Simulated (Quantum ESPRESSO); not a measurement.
## MgS (F-43m): a mode Grüneisen parameter, worked out

Wanted: a fit of frequency against volume for MgS (F-43m), tested on a run that is left out of it.

Main program and level: Quantum ESPRESSO 7.5; DFT LDA, scalar-relativistic, plane waves, PseudoDojo norm-conserving pseudopotentials.

**1. The relaxed structure**

Symmetry: F-43m, No. 216, cubic system. Conventional cell: a = 5.596 Å, b = 5.596 Å, c = 5.596 Å, α = 90.00°, β = 90.00°, γ = 90.00°. Nearest to Mg lie 4 S at 2.42 Å. Nearest to S lie 4 Mg at 2.42 Å. Farther neighbours and most contacts between anions are not listed.

Coordinates:

```
CELL_PARAMETERS angstrom
-2.79816 0.00000 2.79816
0.00000 2.79816 2.79816
-2.79816 2.79816 0.00000
ATOMIC_POSITIONS crystal
Mg 0.00000 0.00000 0.00000
S 0.75000 0.75000 0.75000
```

This is the cell after its relaxation at this level of theory, not the database cell from which that began.

**2. Runs at several volumes**

The relaxed cell is scaled uniformly; in this structure symmetry fixes all atoms, so nothing has to be relaxed anew. Each volume gets a ground state and a response at Γ. The mode followed is the highest one without the macroscopic field, of symmetry T2; longitudinal polar modes lie higher. Cutoff 92 Ry, k mesh 8×8×8.

From the response at V/V₀ = 0.94:

The program printed:

```text
[banners, grids, parts of the stress and lines that vanish by symmetry left out]
Program PHONON v.7.5
     Reading xml data from directory:

[...]
Exchange-correlation= PW
                           (   1   4   0   0   0   0   0)
[...]
kinetic-energy cut-off    =      92.0000  Ry
     charge density cut-off    =     368.0000  Ry
     convergence threshold     =      1.0E-18
[...]
Exchange-correlation= PW
                           (   1   4   0   0   0   0   0)
[...]
q = (   0.0000000   0.0000000   0.0000000 )
     25 Sym.Ops. (with q -> -q+G )
     G cutoff =  500.2018  (  33223 G-vectors)     FFT grid: ( 45, 45, 45)
     number of k points=    29
[...]
Mode symmetry, T_d (-43m)  point group:
[...]
Dielectric constant
[...]
End of electric fields calculation
          Dielectric constant in cartesian axis
          (       4.235340474       0.000000000      -0.000000000 )
          (       0.000000000       4.235340474       0.000000000 )
          (      -0.000000000       0.000000000       4.235340474 )
          Effective charges (d Force / dE) in cartesian axis without acoustic sum rule applied (asr)
           atom    1  Mg    Mean Z*:        1.83962
      Ex  (        1.83962        0.00000       -0.00000 )
      Ey  (        0.00000        1.83962        0.00000 )
      Ez  (        0.00000        0.00000        1.83962 )
           atom    2  S     Mean Z*:       -1.84219
      Ex  (       -1.84219        0.00000        0.00000 )
      Ey  (       -0.00000       -1.84219       -0.00000 )
      Ez  (        0.00000       -0.00000       -1.84219 )
          Effective charges Sum: Mean:       -0.00257
[...]
Effective charges (d Force / dE) in cartesian axis with asr applied:
           atom    1  Mg    Mean Z*:        1.84090
[...]
atom    2  S     Mean Z*:       -1.84090
[...]
Representation #   1 modes #   1   2   3
[...]
End of self-consistent calculation
     Convergence has been achieved
     Representation #   2 modes #   4   5   6
[...]
End of self-consistent calculation
     Convergence has been achieved
[...]
Dielectric constant in cartesian axis
          (       4.235340474       0.000000000      -0.000000000 )
          (       0.000000000       4.235340474       0.000000000 )
          (      -0.000000000       0.000000000       4.235340474 )
          Effective charges (d Force / dE) in cartesian axis without acoustic sum rule applied (asr)
           atom    1  Mg    Mean Z*:        1.83962
      Ex  (        1.83962        0.00000       -0.00000 )
      Ey  (        0.00000        1.83962        0.00000 )
      Ez  (        0.00000        0.00000        1.83962 )
           atom    2  S     Mean Z*:       -1.84219
      Ex  (       -1.84219        0.00000        0.00000 )
      Ey  (       -0.00000       -1.84219       -0.00000 )
      Ez  (        0.00000       -0.00000       -1.84219 )
          Effective charges Sum: Mean:       -0.00257
[...]
Effective charges (d Force / dE) in cartesian axis with asr applied:
           atom    1  Mg    Mean Z*:        1.84090
[...]
atom    2  S     Mean Z*:       -1.84090
[...]
q = (    0.000000000   0.000000000   0.000000000 )
[...]
freq (    1) =       0.125393 [THz] =       4.182656 [cm-1]
     freq (    2) =       0.125393 [THz] =       4.182656 [cm-1]
     freq (    3) =       0.125393 [THz] =       4.182656 [cm-1]
     freq (    4) =      11.304924 [THz] =     377.091669 [cm-1]
     freq (    5) =      11.304924 [THz] =     377.091669 [cm-1]
     freq (    6) =      11.304924 [THz] =     377.091669 [cm-1]
[...]
Mode symmetry, T_d (-43m)  point group:
     freq (   1-   3) =          4.2  [cm-1]   --> T_2  G_15 P_4   I+R
     freq (   4-   6) =        377.1  [cm-1]   --> T_2  G_15 P_4   I+R

   JOB DONE.
```

One volume, V/V₀ = 1, is held back as a test.

```csv
V/V₀,volume (Å³/atom),pressure (GPa),ω (cm⁻¹)
0.94,20.594,4.30,377.09
0.97,21.251,1.99,359.76
1,21.909,0.00,held back
1.03,22.566,-1.71,327.78
1.06,23.223,-3.18,313.03
```

**3. The fit**

The mode Grüneisen parameter is γ = −d ln ω / d ln V.

```
ln(V/V₀)    ln ω
 -0.0619  5.9325
 -0.0305  5.8854
  0.0296  5.7923
  0.0583  5.7463
```

A straight line through these points has the slope -1.550, so γ = 1.55; at V/V₀ = 1 it predicts ω = exp(5.8374 + 0.0000) = 342.88 cm⁻¹.

A parabola of pressure against ln V through V/V₀ = 0.97, 1 and 1.03 gives the bulk modulus B = −dP/d ln V = 62 GPa at V₀. With ω₀ from the fitted line the pressure coefficient follows as dω/dP = γ ω₀ / B = 1.55 × 342.9 / 62 = 8.64 cm⁻¹/GPa.

**4. The run that was held back**

The program printed:

```text
[banners, grids, parts of the stress and lines that vanish by symmetry left out]
[banner, memory and clock lines left out]
Program PHONON v.7.5

[...]
Exchange-correlation= PW
                           (   1   4   0   0   0   0   0)
[...]
kinetic-energy cut-off    =      92.0000  Ry
     charge density cut-off    =     368.0000  Ry
     convergence threshold     =      1.0E-18
[...]
Exchange-correlation= PW
                           (   1   4   0   0   0   0   0)
[...]
q = (   0.0000000   0.0000000   0.0000000 )
     25 Sym.Ops. (with q -> -q+G )
     G cutoff =  521.2668  (  35149 G-vectors)     FFT grid: ( 45, 45, 45)
     number of k points=    29
[...]
Mode symmetry, T_d (-43m)  point group:
[...]
Dielectric constant
[...]
End of electric fields calculation
          Dielectric constant in cartesian axis
          (       4.212890238      -0.000000000       0.000000000 )
          (      -0.000000000       4.212890238       0.000000000 )
          (      -0.000000000       0.000000000       4.212890238 )
          Effective charges (d Force / dE) in cartesian axis without acoustic sum rule applied (asr)
           atom    1  Mg    Mean Z*:        1.87394
      Ex  (        1.87394       -0.00000       -0.00000 )
      Ey  (        0.00000        1.87394        0.00000 )
      Ez  (       -0.00000       -0.00000        1.87394 )
           atom    2  S     Mean Z*:       -1.87641
      Ex  (       -1.87641       -0.00000       -0.00000 )
      Ey  (       -0.00000       -1.87641        0.00000 )
      Ez  (       -0.00000        0.00000       -1.87641 )
[...]
Representation #   1 modes #   1   2   3
[...]
End of self-consistent calculation
     Convergence has been achieved
     Representation #   2 modes #   4   5   6
[...]
End of self-consistent calculation
     Convergence has been achieved
[...]
Dielectric constant in cartesian axis
          (       4.212890238      -0.000000000       0.000000000 )
          (      -0.000000000       4.212890238       0.000000000 )
          (      -0.000000000       0.000000000       4.212890238 )
          Effective charges (d Force / dE) in cartesian axis without acoustic sum rule applied (asr)
           atom    1  Mg    Mean Z*:        1.87394
      Ex  (        1.87394       -0.00000       -0.00000 )
      Ey  (        0.00000        1.87394        0.00000 )
      Ez  (       -0.00000       -0.00000        1.87394 )
           atom    2  S     Mean Z*:       -1.87641
      Ex  (       -1.87641       -0.00000       -0.00000 )
      Ey  (       -0.00000       -1.87641        0.00000 )
      Ez  (       -0.00000        0.00000       -1.87641 )
          Effective charges Sum: Mean:       -0.00247
[...]
Effective charges (d Force / dE) in cartesian axis with asr applied:
           atom    1  Mg    Mean Z*:        1.87517
[...]
atom    2  S     Mean Z*:       -1.87517
[...]
q = (    0.000000000   0.000000000   0.000000000 )
[...]
freq (    1) =       0.149176 [THz] =       4.975989 [cm-1]
     freq (    2) =       0.149176 [THz] =       4.975989 [cm-1]
     freq (    3) =       0.149176 [THz] =       4.975989 [cm-1]
     freq (    4) =      10.293761 [THz] =     343.362904 [cm-1]
     freq (    5) =      10.293761 [THz] =     343.362904 [cm-1]
     freq (    6) =      10.293761 [THz] =     343.362904 [cm-1]
[...]
Mode symmetry, T_d (-43m)  point group:
     freq (   1-   3) =          5.0  [cm-1]   --> T_2  G_15 P_4   I+R
     freq (   4-   6) =        343.4  [cm-1]   --> T_2  G_15 P_4   I+R
```

It gives 343.36 cm⁻¹ against the predicted 342.88 cm⁻¹, a miss of 0.5 cm⁻¹.

**5. Summary of results**

```yaml
mode_grueneisen_parameter: 1.550
bulk_modulus: 61.5 GPa
pressure_coefficient: 8.64 cm⁻¹/GPa
```

What this shows: The highest optical mode of MgS (F-43m) without the LO-TO term stiffens by 8.64 cm⁻¹ a GPa near the relaxed volume, with γ = 1.55. The power law meets all 5 runs within 0.14 %; between neighbouring volumes γ runs from 1.50 to 1.60. Such a coefficient turns a measured shift of this mode into a hydrostatic stress; uniaxial or biaxial stress splits the mode and needs deformation potentials. These are harmonic values at zero temperature for the structure held cubic, which a run at Γ can't show to be stable; the bulk modulus rests on three points.

[Host names and launcher messages were left out of these logs when they were recorded.]

[Logs are printed without paths, hosts, clocks, repeated set-up lines and the standing remarks that a program may print on its own settings, such as how far it seeks lower states.]

[Hosts, paths, dates, database ids (printed as entryN), source tags and the programs' standing remarks are cut or masked in the printed files.]
